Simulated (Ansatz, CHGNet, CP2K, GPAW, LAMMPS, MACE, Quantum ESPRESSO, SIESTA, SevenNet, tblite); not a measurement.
# SIESTA on amorphous 71GeO2-29Lu2O3 (mol %) (61 atoms): settings against a plane-wave reference

Wanted: SIESTA inputs and outputs for amorphous 71GeO2-29Lu2O3 (mol %) (61 atoms), checked against a plane-wave reference.

Method: the method is named at each step, in SIESTA 5.4.2.

**1. The starting structure**

The cell holds 61 atoms: 12 Ge, 10 Lu and 39 O. Cell: a = 9.737 Å, b = 9.737 Å, c = 9.737 Å, α = 90.0°, β = 90.0°, γ = 90.0°. 61 atoms (12 Ge, 10 Er, 39 O) placed at random at 5.59 g/cm³, melted at 5000 K for 10 ps at fixed volume with the Morse and Coulomb pair potential with partial charges (Pedone, Malavasi, Menziani, Cormack and Segre, J. Phys. Chem. B 110, 11780 (2006)). Quenched from 5000 K to 300 K at 20 K/ps and fixed volume, held 10 ps at zero pressure, then minimised at fixed cell. Then Er was replaced by Lu and the cell scaled by 1.003 (the potential has no terms for the new elements, so the cell is a start for a DFT relaxation).

The yardstick, on the same geometry:

```
method                                           : Kohn-Sham DFT, PBE, SSSP efficiency 1.3.0 pseudopotentials, plane waves (Quantum ESPRESSO 7.5); sssp-pbe-1.3.0-efficiency, cutoffs 60/480 Ry, Γ point
r.m.s. force component                           : 0.864 eV/Å
longest force                                    : 2.701 eV/Å
pressure                                         : 0.6197 GPa
gap (highest filled to lowest empty level) : 2.063 eV
time                                             : 3.4 min on 4 MPI ranks of Arm Neoverse V2, shared host
CPU time                                         : 14 min
```

**2. PBE, DZP, shift 0.01 Ry, mesh 500 Ry**

Method: Kohn-Sham DFT, PBE, PseudoDojo 0.4.1 norm-conserving pseudopotentials (converted to PSML), numerical atomic orbitals (DZP), diagonalisation.

The .psml files are PseudoDojo norm-conserving potentials that we converted to this format, checked against plane waves on the same files for H, C, O, Si, Ge and Ca alone.

The input, input.fdf:

```
SystemLabel cell
NumberOfAtoms 61
NumberOfSpecies 3
%block ChemicalSpeciesLabel
  1 32 Ge
  2 71 Lu
  3 8 O
%endblock ChemicalSpeciesLabel
LatticeConstant 1.0 Ang
%block LatticeVectors
  9.73719 0.00000 0.00000
  0.00000 9.73719 0.00000
  0.00000 0.00000 9.73719
%endblock LatticeVectors
PAO.BasisSize DZP
PAO.EnergyShift 0.01 Ry
XC.Functional GGA
XC.Authors PBE
MeshCutoff 500 Ry
%block kgrid_Monkhorst_Pack
  1 0 0 0.0
  0 1 0 0.0
  0 0 1 0.0
%endblock kgrid_Monkhorst_Pack
SolutionMethod diagon
OccupationFunction FD
ElectronicTemperature 580 K
SCF.Mixer.Method Pulay
SCF.Mixer.Weight 0.15
SCF.Mixer.History 8
SCF.Mix Hamiltonian
MaxSCFIterations 300
SCF.DM.Tolerance 1e-04
SCF.H.Tolerance 1.0e-3 eV
WriteForces T
Write.HirshfeldPop T
Write.VoronoiPop T
Write.DM F
Write.H F
XML.Write F
AtomicCoordinatesFormat Fractional
%block AtomicCoordinatesAndAtomicSpecies
  0.82241 0.51060 0.25217 1
  0.99609 0.21287 0.32606 1
  0.87515 0.41423 0.82136 1
  0.02992 0.81763 0.58292 1
  0.34347 0.23994 0.29850 1
  0.61941 0.05733 0.27722 1
  0.47346 0.33220 0.59674 1
  0.60179 0.73868 0.36767 1
  0.66515 0.30057 0.03884 1
  0.78932 0.18786 0.57028 1
  0.18145 0.55436 0.77224 1
  0.70211 0.87405 0.67380 1
  0.27746 0.55536 0.47518 2
  0.85159 0.71869 0.92956 2
  0.13369 0.18586 0.65167 2
  0.33706 0.24794 0.92144 2
  0.92607 0.07028 0.97344 2
  0.53572 0.87241 0.01970 2
  0.34994 0.56738 0.12885 2
  0.22782 0.90650 0.88134 2
  0.08026 0.76830 0.19568 2
  0.51723 0.58312 0.83413 2
  0.64293 0.14910 0.12661 3
  0.74934 0.04509 0.67492 3
  0.59704 0.79806 0.79155 3
  0.44940 0.10122 0.31192 3
  0.61350 0.88037 0.25188 3
  0.12401 0.15010 0.88116 3
  0.95659 0.11584 0.18924 3
  0.82700 0.29696 0.95324 3
  0.12008 0.66639 0.61298 3
  0.69817 0.41586 0.16642 3
  0.39886 0.34416 0.43144 3
  0.54531 0.64809 0.04646 3
  0.02905 0.85615 0.97860 3
  0.62992 0.82906 0.51845 3
  0.54958 0.34414 0.91557 3
  0.11911 0.94762 0.66661 3
  0.27490 0.46888 0.90875 3
  0.75640 0.92083 0.97393 3
  0.89272 0.29705 0.69336 3
  0.17612 0.57223 0.27426 3
  0.29028 0.69941 0.80539 3
  0.71924 0.12128 0.40498 3
  0.39991 0.03437 0.94970 3
  0.87199 0.80341 0.67614 3
  0.92010 0.37532 0.31709 3
  0.17438 0.21664 0.33595 3
  0.74942 0.53705 0.82722 3
  0.44743 0.65720 0.35398 3
  0.02252 0.83331 0.40907 3
  0.73301 0.62008 0.35788 3
  0.89790 0.62200 0.13563 3
  0.01132 0.53102 0.84278 3
  0.44775 0.50152 0.63956 3
  0.36383 0.32489 0.14812 3
[... 1 atom lines left out ...]
  0.28903 0.79342 0.09186 3
  0.96074 0.15791 0.49245 3
  0.17920 0.41540 0.64999 3
  0.64373 0.29626 0.58965 3
%endblock AtomicCoordinatesAndAtomicSpecies
```

On the command line:

```bash
> OMP_NUM_THREADS=1 mpirun -np 2 siesta < input.fdf > output.txt
```

The log of the run:

```text
Version         : 5.4.2
reinit: System Name:
reinit: System Label: cell
initatom: Reading input for the pseudopotentials and atomic orbitals ----------
Species number:   1 Atomic number:   32 Label: Ge
Species number:   2 Atomic number:   71 Label: Lu
Species number:   3 Atomic number:    8 Label: O
Ground state valence configuration (from tables):   4s02  4p02  4d00  4f00
Ground state valence configuration (from tables):   6s02  6p00  5d01  4f14
Ground state valence configuration (from tables):   2s02  2p04  3d00  4f00
---- Processing specs for species: Ge
GGA--PBE XC_GGA_X_PBE--XC_GGA_C_PBE pb
Semicore shell(s) with 10 electrons included in the valence for Ge
---- Processing specs for species: Lu
GGA--PBE XC_GGA_X_PBE--XC_GGA_C_PBE pb
Semicore shell(s) with  8 electrons included in the valence for Lu
---- Processing specs for species: O
GGA--PBE XC_GGA_X_PBE--XC_GGA_C_PBE pb
Semicore shell(s): 3d
Fallback to non-perturbative polarization scheme for Ge
Please see the manual if this is not desired in principle
Semicore shell(s): 5s 5p
Fallback to non-perturbative polarization scheme for Lu
Please see the manual if this is not desired in principle
Warning: For Lu lmxkb would have been set to 4
Setting it to maximum value of 3 (f projector)
Ge pseudopotential only contains V_ls up to l=2 -- lmxkb reset.
O pseudopotential only contains V_ls up to l=2 -- lmxkb reset.
Using PAO.SplitTailNorm
%block ChemicalSpeciesLabel
    1   32 Ge                      # Species index, atomic number, species label
    2   71 Lu                      # Species index, atomic number, species label
    3    8 O                       # Species index, atomic number, species label
%endblock ChemicalSpeciesLabel
%block PAO.Basis                 # Define Basis set
Ge                    4                    # Species label, number of l-shells
 n=4   0   2                         # n, l, Nzeta
   5.264      3.748
   1.000      1.000
 n=4   1   2                         # n, l, Nzeta
   6.996      5.083
[...]
n=3   2   1                         # n, l, Nzeta
   2.782
   1.000
[...]
6.996
[...]
Lu                    6                    # Species label, number of l-shells
[...]
7.718
   1.000
[...]
n=4   3   2                         # n, l, Nzeta
[...]
O                     2                    # Species label, number of l-shells
 n=2   0   2                         # n, l, Nzeta
[...]
n=2   1   2 P   1                   # n, l, Nzeta, Polarization, NzetaPol
   4.300      2.782
   1.000      1.000
%endblock PAO.Basis
coor:   Atomic-coordinates input format  =     Fractional
siesta: System type = bulk
initatomlists: Number of atoms, orbitals, and projectors:     61  1053  1043
siesta: ******************** Simulation parameters ****************************
Total number of electrons:   652.000000
Total ionic charge:   652.000000
 Kpoints in:            1 . Kpoints trimmed:            1
siesta: k-grid: Number of k-points = 1
siesta: k-points from Monkhorst-Pack grid
siesta: k-cutoff (effective) =     4.869 Ang
siesta: k-point supercell and displacements
siesta: k-grid:     1     0     0      0.000
siesta: k-grid:     0     1     0      0.000
siesta: k-grid:     0     0     1      0.000
                     ====================================
                        Single-point calculation
                     ====================================
outcell: Unit cell vectors (Ang):
        9.737190    0.000000    0.000000
        0.000000    9.737190    0.000000
        0.000000    0.000000    9.737190
outcell: Cell vector modules (Ang)   :    9.737190    9.737190    9.737190
outcell: Cell angles (23,13,12) (deg):     90.0000     90.0000     90.0000
outcell: Cell volume (Ang**3)        :    923.2109
Gamma-point calculation with multiply-connected orbital pairs
Gamma-point calculation with multiply-connected orbital pairs
Folding of H and S implicitly performed
Folding of H and S implicitly performed
new_DM -- step:     1
Initializing Density Matrix...
Attempting to read DM from file... Failed...
DM filled with atomic data:
InitMesh: MESH = 144 x 144 x 144 = 2985984
InitMesh: Mesh cutoff (required, used) =   500.000   604.449 Ry
stepf: Fermi-Dirac step function
        iscf     Eharris(eV)        E_KS(eV)     FreeEng(eV)     dDmax    Ef(eV) dHmax(eV)
   scf:    1  -113526.825637  -113695.819956  -113695.873610  1.781141 -3.767684 12.676420
   scf:    2  -113800.206412  -113753.127966  -113753.127966  0.086693 -4.361217  7.053136
   scf:    3  -113788.613611  -113781.182896  -113781.182896  0.113878 -4.595573  2.413460
[...]
scf:   12  -113782.571085  -113782.571081  -113782.571081  0.000170 -4.824816  0.001151
   scf:   13  -113782.571083  -113782.571082  -113782.571082  0.000072 -4.824343  0.000617
SCF Convergence by DM+H criterion
max |DM_out - DM_in|         :     0.0000724686
max |H_out - H_in|      (eV) :     0.0006171210
SCF cycle converged after 13 iterations
Using DM_out to compute the final energy and forces
siesta: E_KS(eV) =          -113782.5711
siesta: E_KS - E_eggbox =   -113782.5711
siesta: Atomic forces (eV/Ang):
     1    0.158400   -0.970702   -1.128129
     2   -1.003284    0.715152   -1.678494
     3   -0.498735    0.598732    0.088347
[...]
60    0.164254   -0.933629   -1.403589
    61    1.827264    0.972249    0.262692
----------------------------------------
   Tot   -0.012044   -0.017479    0.004657
----------------------------------------
   Max    3.075355
   Res    1.214699    sqrt( Sum f_i^2 / 3N )
----------------------------------------
   Max    3.075355    constrained
Stress tensor Voigt[x,y,z,yz,xz,xy] (kbar):      -33.53      -24.89      -49.43      -11.41       -7.17       10.85
(Free)E + p*V (eV/cell)  -113761.8565
Target enthalpy (eV/cell)  -113782.5711
siesta: Program's energy decomposition (eV):
siesta: Ebs     =    -11961.993262
siesta: Eions   =    147119.446742
siesta: Ena     =     11878.650305
siesta: Ekin    =     76129.142015
siesta: Enl     =    -33254.690060
siesta: DEna    =       273.065957
siesta: DUscf   =        36.252489
siesta: Ex      =    -20530.951524
siesta: Ec      =     -1194.593524
siesta: Exc     =    -21725.545048
siesta: Eharris =   -113782.571083
siesta: Etot    =   -113782.571082
siesta: FreeEng =   -113782.571082
siesta: Final energy (eV):
siesta:  Band Struct. =  -11961.993262
siesta:       Kinetic =   76129.142015
siesta:       Hartree =   47125.122737
siesta:         Exch. =  -20530.951524
siesta:         Corr. =   -1194.593524
siesta:   Exch.-corr. =  -21725.545048
siesta:  Ion-electron = -164461.184350
siesta:       Ion-ion =  -50850.106437
siesta:         Total = -113782.571082
siesta:         Fermi =      -4.824343
siesta: Stress tensor (static) (eV/Ang**3):
siesta:    -0.020925    0.006775   -0.004478
siesta:     0.006775   -0.015534   -0.007122
siesta:    -0.004478   -0.007122   -0.030854
siesta: Cell volume =        923.210921 Ang**3
siesta: Pressure (static):
siesta:                Solid            Molecule  Units
siesta:           0.00024438         -0.00006382  Ry/Bohr**3
siesta:           0.02243752         -0.00585959  eV/Ang**3
siesta:          35.94887590         -9.38809535  kBar
    Orbital volume contribution        =          30.655131 eV
    (Free)E + p_basis*V_orbitals       =     -113751.915951 eV
    (Free)Eharris+ p_basis*V_orbitals  =     -113751.915952 eV
Hirshfeld Atomic Populations:
Atom #   charge [q] valence [e]  Species
     1     0.561849   13.438151  Ge
     2     0.531883   13.468117  Ge
     3     0.553159   13.446841  Ge
[...]
11     0.475244   13.524756  Ge
    12     0.551813   13.448187  Ge
    13     0.593199   24.406801  Lu
    14     0.534770   24.465230  Lu
    15     0.593369   24.406631  Lu
[...]
21     0.625390   24.374610  Lu
    22     0.509213   24.490787  Lu
    23    -0.249732    6.249732  O
    24    -0.282736    6.282736  O
    25    -0.269327    6.269327  O
[...]
60    -0.339145    6.339145  O
    61    -0.293066    6.293066  O
--------------------
 Total    -0.000011
```

The job ended after 2.9 min (2 MPI ranks of Arm Neoverse V2, shared host; peak memory 2.2 GiB; 5.8 min of CPU time).

Banners and routine set-up lines are dropped from the logs; longer cuts are marked.

Compared with the plane-wave run:

* r.m.s. force component: 1.215 eV/Å
* r.m.s. difference of force components: 387.8 meV/Å
* longest difference of force vectors: 1174 meV/Å
* force difference over r.m.s. force: 44.88 %
* slope of forces against the reference's: 1.387
* correlation of force components: 0.9869
* gap (highest filled to lowest empty level): 1.909 eV
* gap difference: -0.1541 eV
* pressure: 3.595 GPa
* pressure difference: 2.975 GPa

This run lies far from the reference at the same functional.

Length of the force difference by element (eV/Å):

| element | atoms | mean | most |
| --- | --- | --- | --- |
| Ge | 12 | 0.27 | 0.46 |
| Lu | 10 | 0.11 | 0.16 |
| O | 39 | 0.75 | 1.2 |

Levels nearest the highest filled one (eV from it): -0.89, -0.88, -0.87, -0.80, -0.75, -0.61, -0.50, -0.46, -0.43, -0.28, -0.26, 0.00, 1.91, 3.53, 3.73, 3.92, 4.13, 4.27, 4.48, 4.58, 4.59, 4.80, 4.90, 4.93.

Local excerpt of 12 atoms (numbers count through the whole input) about O25, which has 4 bonded neighbours where the commonest count for O is 3; x, y, z are measured from there.

```csv
atom,x,y,z,distance (Å),bonds,Hirshfeld charge (e),Fx,Fy,Fz (eV/Å)
O25,0.00,0.00,0.00,0.00,4,-0.27,-1.48,-1.42,2.26
Ge12,1.02,0.74,-1.15,1.71,4,0.55,1.03,0.19,-1.39
Lu22,-0.78,-2.09,0.41,2.27,7,0.51,0.14,-0.52,0.03
Lu18,-0.60,0.72,2.22,2.41,6,0.50,0.30,0.30,-0.05
O40,1.55,1.20,1.78,2.64,3,-0.40,0.29,-0.55,0.03
O36,0.32,0.30,-2.66,2.70,2,-0.30,-1.11,0.51,-0.58
O46,2.68,0.05,-1.12,2.90,3,-0.26,-0.27,-1.51,2.10
Lu14,2.48,-0.77,1.34,2.92,7,0.53,0.12,0.55,0.11
O34,-0.50,-1.46,2.48,2.92,3,-0.38,-0.65,0.65,-0.97
O49,1.48,-2.54,0.35,2.96,3,-0.31,-1.92,2.16,0.19
O24,1.48,2.41,-1.14,3.05,2,-0.28,0.38,1.25,1.88
O43,-2.99,-0.96,0.13,3.14,3,-0.32,1.44,1.67,0.25
```

Forces lie 45 % from the reference's, at 0.43 times its CPU time (on 2 against 4 cores).

The difference per atom is largest on O (0.75 eV/Å on average, against 0.27 on Ge).

**3. PBE, SZP, shift 0.01 Ry, mesh 500 Ry**

Method: Kohn-Sham DFT, PBE, PseudoDojo 0.4.1 norm-conserving pseudopotentials (converted to PSML), numerical atomic orbitals (SZP), diagonalisation.

input.fdf, as its differences from that of step 2:

```diff
@@ -14,3 +14,3 @@
 %endblock LatticeVectors
-PAO.BasisSize DZP
+PAO.BasisSize SZP
 PAO.EnergyShift 0.01 Ry
```

On the command line:

```bash
> OMP_NUM_THREADS=1 siesta < input.fdf > output.txt
```

The log of the run:

```text
Version         : 5.4.2
reinit: System Name:
reinit: System Label: cell
initatom: Reading input for the pseudopotentials and atomic orbitals ----------
Species number:   1 Atomic number:   32 Label: Ge
Species number:   2 Atomic number:   71 Label: Lu
Species number:   3 Atomic number:    8 Label: O
Ground state valence configuration (from tables):   4s02  4p02  4d00  4f00
[... lines left out ...]
        iscf     Eharris(eV)        E_KS(eV)     FreeEng(eV)     dDmax    Ef(eV) dHmax(eV)
[... lines left out ...]
SCF Convergence by DM+H criterion
[... lines left out ...]
SCF cycle converged after 13 iterations
[... lines left out ...]
   Max    3.699226
[... lines left out ...]
   Max    3.699226    constrained
Stress tensor Voigt[x,y,z,yz,xz,xy] (kbar):      -52.93      -44.70      -69.10      -11.64       -7.73       11.05
[... lines left out ...]
siesta: FreeEng =   -113766.418916
[... lines left out ...]
siesta:         Fermi =      -4.643036
[... lines left out ...]
siesta:           0.03468848          0.00289327  eV/Ang**3
siesta:          55.57706861          4.63553411  kBar
    Orbital volume contribution        =          25.198194 eV
    (Free)E + p_basis*V_orbitals       =     -113741.220722 eV
    (Free)Eharris+ p_basis*V_orbitals  =     -113741.220722 eV
Hirshfeld Atomic Populations:
Atom #   charge [q] valence [e]  Species
     1     0.576963   13.423037  Ge
     2     0.548083   13.451917  Ge
     3     0.567910   13.432090  Ge
[...]
11     0.500583   13.499417  Ge
    12     0.567372   13.432628  Ge
    13     0.573160   24.426840  Lu
    14     0.519023   24.480977  Lu
    15     0.572743   24.427257  Lu
[...]
21     0.607640   24.392360  Lu
    22     0.496830   24.503170  Lu
    23    -0.257393    6.257393  O
    24    -0.290233    6.290233  O
    25    -0.269411    6.269411  O
[...]
60    -0.339189    6.339189  O
    61    -0.301734    6.301734  O
--------------------
 Total    -0.000014
```

The job ended after 4.1 min (1 thread; peak memory 1.6 GiB).

Numbers from this run, and their distance from the reference:

```yaml
r_m_s_force_component: 1.348 eV/Å
r_m_s_difference_of_force_components: 527.7 meV/Å
longest_difference_of_force_vectors: 1647 meV/Å
force_difference_over_r_m_s_force: 61.07 %
slope_of_forces_against_the_reference_s: 1.53
correlation_of_force_components: 0.9808
spacing_of_highest_filled_and_lowest_empty_level: 1.837 eV
gap_difference: -0.2265 eV
pressure: 5.558 GPa
pressure_difference: 4.938 GPa
```

This is a coarse setting, run to see what it loses.

Against the first run (45 %), the force difference from the reference is 61 %, at 0.71 times the CPU time (on 1 against 2 cores), with 719 basis functions against 1053: the smaller basis costs accuracy.

The difference per atom is largest on O (1.0 eV/Å on average, against 0.34 on Ge).

(Continued in part 2 of 2.)

[Long decimals in the printed logs are rounded to 6 places.]

[Also dropped from logs without a mark: lines with file paths, logging warnings of Python, QE's lines on negative density and diagonalisation, SIESTA's first energy breakdown, zero terms and Voronoi charges.]

[Logs are printed without paths, hosts, clocks, repeated set-up lines and the standing remarks that a program may print on its own settings, such as how far it seeks lower states.]

[Hosts, paths, dates, database ids (printed as entryN), source tags and the programs' standing remarks are cut or masked in the printed files.]

[Most failed runs of this program on this cell are left out, timed-out ones always.]
